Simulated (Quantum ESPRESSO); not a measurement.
# Al2Cu: valence-band photoemission, part 2 of 2

What would valence photoemission of Al2Cu look like, and what sets its shape?

Quantum ESPRESSO 7.5; DFT, PBEsol, plane waves, ultrasoft GBRV pseudopotentials, scalar-relativistic (the session's first sound run).

So far. Step 5 (The base run: bands): Of the bands kept, 5 cross the Fermi level on this path. Step 6 (With LDA: self-consistent run): The run ends at a pressure of -6.33 GPa, with forces up to 0.12 eV/Å.

### 9. With LDA: bands

Input file bands.in:

```
&control
  calculation = 'bands'
  prefix = 'pes'
  outdir = './tmp'
  pseudo_dir = './pp'
  verbosity = 'high'
/
&system
  ibrav = 0
  nat = 6
  ntyp = 2
  ecutwfc = 40.0
  ecutrho = 200.0
  occupations = 'smearing'
  nbnd = 41
  smearing = 'fd'
  degauss = 0.00367
/
&electrons
  conv_thr = 3.6e-08
  mixing_beta = 0.5
  electron_maxstep = 120
  diago_full_acc = .true.
/
ATOMIC_SPECIES
Cu 63.5460 cu_lda_v1.2.uspp.F.UPF
Al 26.9815 al_lda_v1.uspp.F.UPF
CELL_PARAMETERS angstrom
 -3.033500000 3.033500000 2.438500000
 3.033500000 -3.033500000 2.438500000
 3.033500000 3.033500000 -2.438500000
ATOMIC_POSITIONS crystal
Cu 0.250000000 0.250000000 0.000000000
Cu 0.750000000 0.750000000 0.000000000
Al 0.341900000 0.158100000 0.500000000
Al 0.841900000 0.341900000 0.183800000
Al 0.658100000 0.841900000 0.500000000
Al 0.158100000 0.658100000 0.816200000
K_POINTS crystal
91
 0.00000000 0.00000000 0.00000000 1
 0.00000000 0.00000000 0.04545455 1
 0.00000000 0.00000000 0.09090909 1
 0.00000000 0.00000000 0.13636364 1
 0.00000000 0.00000000 0.18181818 1
 0.00000000 0.00000000 0.22727273 1
 ! [... 83 more points ...]
 0.00000000 0.04545455 0.00000000 1
 0.00000000 0.00000000 0.00000000 1
```

Run with:

```bash
> OMP_NUM_THREADS=1 mpirun -n 4 pw.x -nk 4 -in bands.in > bands.out
```

It took 45 s on 4 MPI ranks of Intel Xeon Platinum 8488C (Sapphire Rapids), shared host; 3 min of CPU time.

The electronic bands at the labelled points (eV, zero at the Fermi level; # counts the bands kept):

```
          point    #13    #14    #15    #16    #17    #18    #19   #20
              Γ  -2.90  -1.99  -1.34  -1.14  -1.14  -0.76  -0.45  0.13
0.45 of the way  -2.38  -2.08  -2.06  -1.32  -0.85  -0.83   1.47  1.73
              X  -2.81  -2.73  -1.43  -1.25  -1.04  -0.63   0.80  1.22
0.45 of the way  -3.19  -3.19  -2.71  -2.02   0.19   0.35   3.50  3.65
              M  -3.31  -3.19  -3.19  -1.77   2.50   2.98   2.98  3.38
0.45 of the way  -3.19  -3.19  -1.91  -1.75   0.29   0.55   1.65  2.18
              Γ  -2.90  -1.99  -1.34  -1.14  -1.14  -0.76  -0.45  0.13
0.55 of the way  -3.12  -3.12  -2.90  -1.05  -1.05  -1.05   0.02  4.22
              Z  -3.27  -3.22  -3.22  -1.01   1.47   1.78   1.78  2.03
     jump to Z0  -3.27  -3.22  -3.22  -1.01   1.47   1.78   1.78  2.03
0.45 of the way  -3.30  -3.20  -3.20  -1.56   2.10   2.48   2.48  2.69
              M  -3.31  -3.19  -3.19  -1.77   2.50   2.98   2.98  3.38
      jump to X  -2.81  -2.73  -1.43  -1.25  -1.04  -0.63   0.80  1.22
0.45 of the way  -3.36  -3.36  -0.83  -0.83   0.77   1.02   1.25  1.42
              P  -3.71  -3.71   0.39   0.39   0.78   0.78   1.91  1.91
0.45 of the way  -3.56  -3.56  -1.02  -1.02   0.40   0.40   2.60  2.60
              N  -3.06  -3.06  -2.56  -2.56   0.23   0.23   4.01  4.01
0.45 of the way  -3.07  -2.64  -2.53  -2.17  -0.61   0.12   1.01  2.17
              Γ  -2.90  -1.99  -1.34  -1.14  -1.14  -0.76  -0.45  0.13
```

Of the bands kept, 5 cross the Fermi level on this path.

### 10. A coarser DOS mesh: self-consistent run

This step: DFT, PBEsol, plane waves, ultrasoft GBRV pseudopotentials, scalar-relativistic (Quantum ESPRESSO 7.5).

A coarser mesh is cheaper; this run shows what it does to the DOS.

Input file scf.in:

```
&control
  calculation = 'scf'
  prefix = 'pes'
  outdir = './tmp'
  pseudo_dir = './pp'
  tprnfor = .true.
  tstress = .true.
/
&system
  ibrav = 0
  nat = 6
  ntyp = 2
  ecutwfc = 40.0
  ecutrho = 200.0
  occupations = 'smearing'
  nbnd = 41
  smearing = 'fd'
  degauss = 0.00367
/
&electrons
  conv_thr = 3.6e-08
  mixing_beta = 0.5
  electron_maxstep = 120
/
ATOMIC_SPECIES
Cu 63.5460 cu_pbesol_v1.2.uspp.F.UPF
Al 26.9815 al_pbesol_v1.uspp.F.UPF
CELL_PARAMETERS angstrom
 -3.033500000 3.033500000 2.438500000
 3.033500000 -3.033500000 2.438500000
 3.033500000 3.033500000 -2.438500000
ATOMIC_POSITIONS crystal
Cu 0.250000000 0.250000000 0.000000000
Cu 0.750000000 0.750000000 0.000000000
Al 0.341900000 0.158100000 0.500000000
Al 0.841900000 0.341900000 0.183800000
Al 0.658100000 0.841900000 0.500000000
Al 0.158100000 0.658100000 0.816200000
K_POINTS automatic
10 10 10 0 0 0
```

Run with:

```bash
> OMP_NUM_THREADS=1 mpirun -n 4 pw.x -nk 4 -in scf.in > scf.out
```

Wall time 88 s (4 MPI ranks).

This step gave:

| Item | Value |
| --- | --- |
| free energy | -11343.7935 eV |
| Fermi energy | 9.985 eV |
| pressure | -3.580 GPa |

The run ends at a pressure of -3.58 GPa, with forces up to 0.088 eV/Å.

### 11. A coarser DOS mesh: levels for the DOS

Input file nscf.in:

```
&control
  calculation = 'nscf'
  prefix = 'pes'
  outdir = './tmp'
  pseudo_dir = './pp'
  verbosity = 'high'
/
&system
  ibrav = 0
  nat = 6
  ntyp = 2
  ecutwfc = 40.0
  ecutrho = 200.0
  occupations = 'smearing'
  nbnd = 41
  smearing = 'fd'
  degauss = 0.00367
/
&electrons
  conv_thr = 3.6e-08
  mixing_beta = 0.5
  electron_maxstep = 120
  diago_full_acc = .true.
/
ATOMIC_SPECIES
Cu 63.5460 cu_pbesol_v1.2.uspp.F.UPF
Al 26.9815 al_pbesol_v1.uspp.F.UPF
CELL_PARAMETERS angstrom
 -3.033500000 3.033500000 2.438500000
 3.033500000 -3.033500000 2.438500000
 3.033500000 3.033500000 -2.438500000
ATOMIC_POSITIONS crystal
Cu 0.250000000 0.250000000 0.000000000
Cu 0.750000000 0.750000000 0.000000000
Al 0.341900000 0.158100000 0.500000000
Al 0.841900000 0.341900000 0.183800000
Al 0.658100000 0.841900000 0.500000000
Al 0.158100000 0.658100000 0.816200000
K_POINTS automatic
6 6 6 0 0 0
```

Run with:

```bash
> OMP_NUM_THREADS=1 mpirun -n 4 pw.x -nk 4 -in nscf.in > nscf.out
```

Wall time 16 s (4 MPI ranks).

Numbers from this step:

- Fermi energy: 9.907 eV

### 12. Projected DOS and spectra

Input file projwfc.in:

```
&projwfc
  prefix = 'pes'
  outdir = './tmp'
  filpdos = 'pes'
  ngauss = 0
  degauss = 0.00735
  DeltaE = 0.05
  Emin = -26.09
  Emax = 21.91
/
```

Run with:

```bash
> OMP_NUM_THREADS=1 mpirun -n 4 projwfc.x -nk 4 -in projwfc.in > projwfc.out
```

It took 2.4 s on 4 MPI ranks.

This step gave:

| Item | Value |
| --- | --- |
| share of occupied states in no projected shell | 0.0099 of the occupied states in the window |
| DOS at the Fermi level | 2.442 states/eV/cell |

This run's widths, added to any smearing of the DOS itself: Gaussian 0.35 eV, Lorentzian 0.1 eV plus 0.05 an eV of depth. Intensity against binding energy, zero at the Fermi level; values in % of the maximum within 13 eV:

```
binding energy (eV)  21.2 eV  40.8 eV  400 eV  1486.7 eV  9251.7 eV
               -1.0    0.526    0.498   0.447      0.508       1.37
               -0.5    0.835    0.773   0.654      0.794       2.73
                0.0     5.23     4.51    3.00       4.78       28.9
                0.5     9.22     8.09    5.55       8.27       45.8
                1.0     9.29     8.09    5.96       8.32       39.4
                1.5     9.79     8.80    7.01       8.92       34.9
                2.0     11.5     10.7    9.35       10.8       30.7
                2.5     20.0     19.0    17.6       19.2       39.2
                3.0     52.0     51.3    50.4       51.5       64.5
                3.5     72.0     71.5    71.4       71.7       74.6
                4.0     95.5     95.5    95.3       95.5       99.0
                4.5     57.5     57.0    55.8       57.5       86.1
                5.0     37.0     35.6    33.6       36.8       84.3
                5.5     17.6     16.1    14.1       17.1       61.8
                6.0     9.91     8.61    6.56       9.50       53.2
                6.5     7.24     6.04    4.08       6.85       48.2
                7.0     4.86     4.00    2.48       4.63       37.6
                7.5     4.51     3.59    1.96       4.28       40.0
                8.0     3.66     2.88    1.49       3.53       35.6
                8.5     3.06     2.38    1.17       3.01       32.4
                9.0     2.86     2.20    1.02       2.87       32.8
                9.5     2.31     1.73   0.807       2.35       27.3
               10.0     1.93     1.41   0.662       2.00       23.6
               10.5     1.23    0.891   0.457       1.28       14.6
               11.0    0.584    0.454   0.281      0.600       5.72
               11.5        -    0.294   0.208      0.357       2.74
               12.0        -    0.226   0.171      0.264       1.74
```

Spectra as before, but with a recipe of its own (widths, and in some runs the light), which changes peak heights and what is resolved: Gaussian 0.35 eV, Lorentzian 0.1 eV plus 0.05 times the binding energy, linear light, analyser at 0°, Fermi edge at 77 K; some photon energies differ too.

Side by side:

```
                               quantity  this run  base run  difference
DOS at the Fermi level (states/eV/cell)     2.442    2.0599       0.382
```

### 13. Other settings: self-consistent run: smearing = "mv" and degauss = 0.01029

This step: DFT, PBEsol, plane waves, ultrasoft GBRV pseudopotentials, scalar-relativistic; changed: smearing = "mv", degauss = 0.01029 (Quantum ESPRESSO 7.5).

Some settings are changed to see whether the read-outs move.

scf.in, as its differences from that of step 10:

```diff
@@ -16,4 +16,4 @@
   nbnd = 41
-  smearing = 'fd'
-  degauss = 0.00367
+  smearing = 'mv'
+  degauss = 0.01029
 /
```

Run with:

```bash
> OMP_NUM_THREADS=1 mpirun -n 4 pw.x -nk 4 -in scf.in > scf.out
```

The job ended after 77 s (4 MPI ranks).

This step gave:

```
free energy  : -11343.7849 eV
Fermi energy : 9.983 eV
pressure     : -3.532 GPa
```

Against step 2 (now occupations mv and smearing width 0.14 eV), the free energy moves by +1.4 meV an atom and the pressure goes from -3.58 GPa to -3.53 GPa.

### 14. Other settings: levels for the DOS: smearing = "mv" and degauss = 0.01029

nscf.in, as its differences from that of step 11:

```diff
@@ -15,4 +15,4 @@
   nbnd = 41
-  smearing = 'fd'
-  degauss = 0.00367
+  smearing = 'mv'
+  degauss = 0.01029
 /
@@ -39,2 +39,2 @@
 K_POINTS automatic
-6 6 6 0 0 0
+14 14 14 0 0 0
```

Run with:

```bash
> OMP_NUM_THREADS=1 mpirun -n 4 pw.x -nk 4 -in nscf.in > nscf.out
```

Elapsed: 2.2 min, on 4 MPI ranks.

Numbers from this step:

| Quantity | Value |
| --- | --- |
| Fermi energy | 9.990 eV |

### 15. Projected DOS and spectra: smearing = "mv" and degauss = 0.01029

projwfc.in, as its differences from that of step 12:

```diff
@@ -7,4 +7,4 @@
   DeltaE = 0.05
-  Emin = -26.09
-  Emax = 21.91
+  Emin = -26.01
+  Emax = 21.99
 /
```

Run with:

```bash
> OMP_NUM_THREADS=1 mpirun -n 4 projwfc.x -nk 4 -in projwfc.in > projwfc.out
```

It took 5 s on 4 MPI ranks.

This step gave:

```yaml
share_of_occupied_states_in_no_projected_shell: 0.01 of the occupied states in the window
dos_at_the_fermi_level: 2.060 states/eV/cell
```

Side by side:

```
                               quantity  this run  base run  difference
DOS at the Fermi level (states/eV/cell)    2.0602    2.0599      3.0e-4
```

### 16. Another try: self-consistent run

In this try the input is made faulty on purpose, to show what that does.

This step: DFT, PBEsol, plane waves, ultrasoft GBRV pseudopotentials, scalar-relativistic; changed: nspins = 40 (Quantum ESPRESSO 7.5).

scf.in, as its differences from that of step 13:

```diff
@@ -16,4 +16,5 @@
   nbnd = 41
-  smearing = 'mv'
-  degauss = 0.01029
+  smearing = 'fd'
+  degauss = 0.00367
+  nspins = 40
 /
@@ -22,3 +23,3 @@
   mixing_beta = 0.5
-  electron_maxstep = 120
+  electron_maxstep = 50
 /
```

Run with:

```bash
> OMP_NUM_THREADS=1 mpirun -n 4 pw.x -nk 4 -in scf.in > scf.out
```

It took 0.85 s on 4 MPI ranks.

The program refused the input before any cycle.

The program's message: “Error in routine  read_namelists (1): bad line in namelist &system: "  nspins = 40" (error could be in the previous line)”

A key was misspelt on purpose.

### 17. Summary of results

* least gap on the mesh and the path: under 0.05 eV or none
* strongest listed peak within 13 eV of the zero, at 1486.7 eV: 4.0 eV binding, mostly Cu 3d
* strongest listed peak within 13 eV of the zero, at 21.2 eV: 4.0 eV binding, mostly Cu 3d
* Cu 3d centre of the filled part: -3.89 eV (9.4 states an atom)
* PBEsol: no clear gap, highest Al Kα peak within 13 eV at 4.0 eV (Cu 3d)
* LDA: no clear gap, highest Al Kα peak within 13 eV at 4.0 eV (Cu 3d)
* coarse-dos: no clear gap, highest Al Kα peak within 13 eV at 3.9 eV (Cu 3d)
* other settings: no clear gap, highest Al Kα peak within 13 eV at 3.9 eV (Cu 3d)

Al2Cu is without a gap at the base level, and its valence spectrum changes with photon energy as the shells' cross sections do. At 21.2 eV the valence spectrum has its highest listed peak within 10.8 eV at 4.0 eV (Cu 3d). At 1486.7 eV the valence spectrum has its highest listed peak within 12.1 eV at 4.0 eV (Cu 3d). The shell named is the one with most of the intensity, cross sections included, not always the one with most states there. In the main run, from 1486.7 eV towards hard X-rays the Al 3s share grows by 27 points, as its cross section falls more slowly with photon energy than those of the shells it gains on. At 21.2 eV the area is led by Cu 3d (92 %), at 9251.7 eV by Cu 3d (38 %). These are Kohn–Sham levels; self-energy shifts and satellites are missing. Semilocal functionals underbind filled localised shells, so the Cu 3d peak should lie deeper in a measurement, and spin–orbit coupling splits d and f lines of heavy atoms. Each run has its own recipe for the spectra (widths, photon energies, in some runs the light), so peak heights and places can differ between runs for that reason too.

[Logs are printed without paths, hosts, clocks, repeated set-up lines and the standing remarks that a program may print on its own settings, such as how far it seeks lower states.]

[Hosts, paths, dates, database ids (printed as entryN), source tags and the programs' standing remarks are cut or masked in the printed files.]

[Maps of the electrostatic potential energy from Ansatz leave out the sawtooth potential of an applied field or a dipole correction, so their vacuum need not be flat; work functions include it.]

[Peak lists hold at most the 14 tallest peaks of each spectrum; further lines can be left out.]
